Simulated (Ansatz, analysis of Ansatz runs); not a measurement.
# CdWO4 (P2/c): a line between two O sites for an added hole

Question: does an added hole stay on the O atom where it is started in CdWO4 (P2/c), and if so, how high is the barrier for a hop to another O site nearby? Model: a cell of 72 host atoms.

Calculated with Ansatz 0.2.0; plane-wave PAW DFT, PBEsol+U; relaxation of all atoms of a supercell at fixed charge in a uniform background; PAW set soft_1.

**1. The structure**

The cell holds 72 atoms: 12 Cd, 12 W and 48 O. Its edges and angles: a = 11.633 Å, b = 7.740 Å, c = 10.116 Å, α = 89.2°, β = 91.0°, γ = 99.9°. It derives from CdWO4 (space group P2/c). Nearest the centre at fractional (0.582, 0.185, 0.516): W47 at 1.16 Å, O71 at 1.45 Å, O21 at 1.45 Å, O50 at 2.14 Å, O68 at 2.35 Å, O23 at 2.69 Å, Cd2 at 2.80 Å, W9 at 2.80 Å.

Hubbard terms: O p 6.0 eV. They were chosen, not fitted, to curb self-interaction in the shells named, the trial site's among them. The two sites are O71 and O21. The cell's shortest repeat is 7.7 Å.

**2. The cell without the carrier**

The neutral cell is relaxed first, from small random displacements, so that bond lengths and moments with the carrier can be set beside those of a relaxed cell without it.

Input file neutral.relax/input.yaml:

```yaml
crystal:
  lattice:
    - [10.02752994, 5.89624109, 0.00166055]
    - [-5.01376497, 5.89624109, -0.00083027]
    - [-0.21088097, 0.0, 10.1137867]
  atoms:
    - { symbol: Cd, position: [0.063505, 0.62701, 0.375] }
    - { symbol: Cd, position: [0.396838, 0.293677, 0.375] }
    - { symbol: Cd, position: [0.730172, 0.960344, 0.375] }
    - { symbol: Cd, position: [0.269828, 0.039656, 0.125] }
    - { symbol: Cd, position: [0.603162, 0.706323, 0.125] }
    - { symbol: Cd, position: [0.936495, 0.37299, 0.125] }
    - { symbol: W, position: [0.058817, 0.117633, 0.375] }
    - { symbol: W, position: [0.39215, 0.7843, 0.375] }
    - { symbol: W, position: [0.725483, 0.450966, 0.375] }
    - { symbol: W, position: [0.274517, 0.549034, 0.125] }
    - { symbol: W, position: [0.60785, 0.2157, 0.125] }
    - { symbol: W, position: [0.941183, 0.882367, 0.125] }
    - { symbol: O, position: [0.298276, 0.797947, 0.026599] }
    - { symbol: O, position: [0.631609, 0.464614, 0.026599] }
    - { symbol: O, position: [0.964943, 0.131281, 0.026599] }
    - { symbol: O, position: [0.099206, 0.997017, 0.223401] }
    - { symbol: O, position: [0.43254, 0.663684, 0.223401] }
    - { symbol: O, position: [0.765873, 0.33035, 0.223401] }
    - { symbol: O, position: [0.035057, 0.868719, 0.473401] }
    - { symbol: O, position: [0.368391, 0.535386, 0.473401] }
    - { symbol: O, position: [0.701724, 0.202053, 0.473401] }
    - { symbol: O, position: [0.234127, 0.66965, 0.276599] }
    - { symbol: O, position: [0.56746, 0.336316, 0.276599] }
    - { symbol: O, position: [0.900794, 0.002983, 0.276599] }
    - { symbol: O, position: [0.041741, 0.327139, 0.307658] }
    - { symbol: O, position: [0.375074, 0.993805, 0.307658] }
    - { symbol: O, position: [0.708408, 0.660472, 0.307658] }
    - { symbol: O, position: [0.204179, 0.164701, 0.442342] }
    - { symbol: O, position: [0.537512, 0.831367, 0.442342] }
    - { symbol: O, position: [0.870845, 0.498034, 0.442342] }
    - { symbol: O, position: [0.291592, 0.339528, 0.192342] }
    - { symbol: O, position: [0.624926, 0.006195, 0.192342] }
    - { symbol: O, position: [0.958259, 0.672861, 0.192342] }
    - { symbol: O, position: [0.129155, 0.501966, 0.057658] }
    - { symbol: O, position: [0.462488, 0.168633, 0.057658] }
    - { symbol: O, position: [0.795821, 0.835299, 0.057658] }
    - { symbol: Cd, position: [0.063505, 0.62701, 0.875] }
    - { symbol: Cd, position: [0.396838, 0.293677, 0.875] }
    - { symbol: Cd, position: [0.730172, 0.960344, 0.875] }
    - { symbol: Cd, position: [0.269828, 0.039656, 0.625] }
    - { symbol: Cd, position: [0.603162, 0.706323, 0.625] }
    - { symbol: Cd, position: [0.936495, 0.37299, 0.625] }
    - { symbol: W, position: [0.058817, 0.117633, 0.875] }
    - { symbol: W, position: [0.39215, 0.7843, 0.875] }
    - { symbol: W, position: [0.725483, 0.450966, 0.875] }
    - { symbol: W, position: [0.274517, 0.549034, 0.625] }
    - { symbol: W, position: [0.60785, 0.2157, 0.625] }
    - { symbol: W, position: [0.941183, 0.882367, 0.625] }
    - { symbol: O, position: [0.298276, 0.797947, 0.526599] }
    - { symbol: O, position: [0.631609, 0.464614, 0.526599] }
    - { symbol: O, position: [0.964943, 0.131281, 0.526599] }
    - { symbol: O, position: [0.099206, 0.997017, 0.723401] }
    - { symbol: O, position: [0.43254, 0.663684, 0.723401] }
    - { symbol: O, position: [0.765873, 0.33035, 0.723401] }
    - { symbol: O, position: [0.035057, 0.868719, 0.973401] }
    - { symbol: O, position: [0.368391, 0.535386, 0.973401] }
    - { symbol: O, position: [0.701724, 0.202053, 0.973401] }
    - { symbol: O, position: [0.234127, 0.66965, 0.776599] }
    - { symbol: O, position: [0.56746, 0.336316, 0.776599] }
    - { symbol: O, position: [0.900794, 0.002983, 0.776599] }
    - { symbol: O, position: [0.041741, 0.327139, 0.807658] }
    - { symbol: O, position: [0.375074, 0.993805, 0.807658] }
    - { symbol: O, position: [0.708408, 0.660472, 0.807658] }
    - { symbol: O, position: [0.204179, 0.164701, 0.942342] }
    - { symbol: O, position: [0.537512, 0.831367, 0.942342] }
    - { symbol: O, position: [0.870845, 0.498034, 0.942342] }
    - { symbol: O, position: [0.291592, 0.339528, 0.692342] }
    - { symbol: O, position: [0.624926, 0.006195, 0.692342] }
    - { symbol: O, position: [0.958259, 0.672861, 0.692342] }
    - { symbol: O, position: [0.129155, 0.501966, 0.557658] }
    - { symbol: O, position: [0.462488, 0.168633, 0.557658] }
    - { symbol: O, position: [0.795821, 0.835299, 0.557658] }
basis:
  ecutwfc: 420
  xc_grid: 2
hamiltonian:
  xc: pbesol
  hubbard:
    sites: [{ species: O, l: p, u_eff: 6.0 }]
    projectors: ortho-atomic
  pseudopotentials: { kind: paw, azcp: { folder: soft_1 }, xc_functional: pbe }
kpoints:
  mp_grid: { grid: [1, 1, 1] }
scf:
  occupations: { method: fermi_dirac, width: 0.01 }
  max_iter: 120
  lower_state_search: "off"
output:
  forces: true
relax:
  f_tol: 0.02
  max_steps: 70
  random_displacement: { amplitude: 0.04, seed: 9467 }
checkpoint:
  write: "../neutral.relax.run"
  compress: false
  write_wavefunctions: true
  write_every: 100000
```

Run with:

```sh
ansatz run input.yaml --threads 8 --pin off --max-ram 17899MiB --backend cpu --events-out ev --progress --plain --runs-dir out
```

Numbers of over 12 decimals in the logs are rounded to 6 here.

Output:

```text
[... repeated set-up lines and file paths are left out, and long positions are rounded to six places ...]
Engine: ansatz 0.2.0, aarch64-unknown-linux-gnu
Pseudopotentials: kind: paw
Pseudopotential: Cd, paw, valence charge 20, recommended cutoff 420 eV (normal), soft_1/Cd.paw.azcp
Pseudopotential: W, paw, valence charge 14, recommended cutoff 420 eV (normal), soft_1/W.paw.azcp
Pseudopotential: O, paw, valence charge 6, recommended cutoff 420 eV (normal), soft_1/O.paw.azcp
Functional definition: PBEsol
  exchange = pbesol_x
  correlation = pbesol_c
Crystal: 72 atoms, lattice volume = 896.966 Å³
Basis set: ecut = 420 eV, 17501 PW (Γ), exchange–correlation on 160×108×144 points (8 copies of the dense FFT grid, shifted against one another)
Bands: 420, of which v1, the nominal top of the filled ones, is band 348 counted from 1 (347 counted from 0)
Symmetry: 1 space group operations
k-points: 1
Non-local potential: Cd, projectors of the file, l = 0: 3, l = 1: 2, l = 2: 2, l = 3: 1
Non-local potential: W, projectors of the file, l = 0: 3, l = 1: 2, l = 2: 2, l = 3: 1
Non-local potential: O, projectors of the file, l = 0: 2, l = 1: 2, l = 2: 1
PAW form: soft (Blöchl's): semilocal exchange-correlation on the pseudo side does not see the compensation charge
PAW frozen core: Cd, regenerated for the run's functional, and the local potential with it (the file was generated under x = pbe(κ = 0.804, μ = 0.219515), c = pbe(β = 0.066725))
PAW frozen core: W, regenerated for the run's functional, and the local potential with it (the file was generated under x = pbe(κ = 0.804, μ = 0.219515), c = pbe(β = 0.066725))
[...]
[... 1 atom left out ...]
  atom  23  O     -0.00102154     0.00018592     0.00247587
  [... 5 atoms left out ...]
  atom  29  O      0.00304711     0.00614262     0.00088431
  [... 17 atoms left out ...]
  atom  47  W     -0.00111900     0.00083662     0.01193201
  [... 2 atoms left out ...]
  atom  50  O      0.00065891    -0.00169739     0.00396402
  [... 8 atoms left out ...]
  atom  59  O     -0.00389795    -0.00265714    -0.00592475
  [... 8 atoms left out ...]
  atom  68  O     -0.00103430     0.00086877    -0.00007708
  [... 2 atoms left out ...]
  atom  71  O     -0.00145172    -0.00287011    -0.00088283
  [... 1 atom left out ...]
  max |Σ_I F_I| component: 1.63e-5 eV/Å
--- Band table (eV) ---
  k-point 0: bands = ["-90.5952", "-90.5951", "-90.5951", "-90.5949", [... 412 left out ...] "17.3864", "17.3872", "17.4100", "17.4147"]
Occupation matrices written to <dir>
--- Relaxed structure (6 steps of the walk, 5 accepted, 0 SCFs on fresh bases) ---
  F+E_penalty+E_count = -248116.91118586 eV   max|allowed force component| = 1.252e-2 eV/Å
  atoms:
    - { symbol: Cd, position: [0.061394, 0.623262, 0.375149] }
    - { symbol: Cd, position: [0.394771, 0.289918, 0.375223] }
[...]
- { symbol: W, position: [0.724190, 0.449712, 0.375039] }
[...]
- { symbol: O, position: [0.701400, 0.202571, 0.472317] }
    [... 1 atom left out ...]
    - { symbol: O, position: [0.568193, 0.334054, 0.277898] }
[...]
- { symbol: O, position: [0.535744, 0.828022, 0.442909] }
[...]
- { symbol: W, position: [0.609096, 0.217147, 0.624732] }
    [... 2 atoms left out ...]
    - { symbol: O, position: [0.631836, 0.464216, 0.527439] }
    [... 8 atoms left out ...]
    - { symbol: O, position: [0.568227, 0.333932, 0.778014] }
    [... 8 atoms left out ...]
    - { symbol: O, position: [0.626637, 0.009084, 0.693838] }
    [... 2 atoms left out ...]
    - { symbol: O, position: [0.464017, 0.172065, 0.556864] }
    [... 1 atom left out ...]
[key lines of the parts left out:]
SCF converged after 7 iterations
Free energy (F): -248116.911186 eV
Fermi energy:    9.482917 eV
```

Wall time 48 s (8 threads of Arm Neoverse V1, shared host); peak memory 1.5 GiB; 5.9 min of CPU time.

The largest displacement from an ideal site is 0.035 Å.

(Continued in part 2 of 3.)

[Logs are printed without paths, hosts, clocks, repeated set-up lines and the standing remarks that a program may print on its own settings, such as how far it seeks lower states.]

[Hosts, paths, dates, database ids (printed as entryN), source tags and the programs' standing remarks are cut or masked in the printed files.]
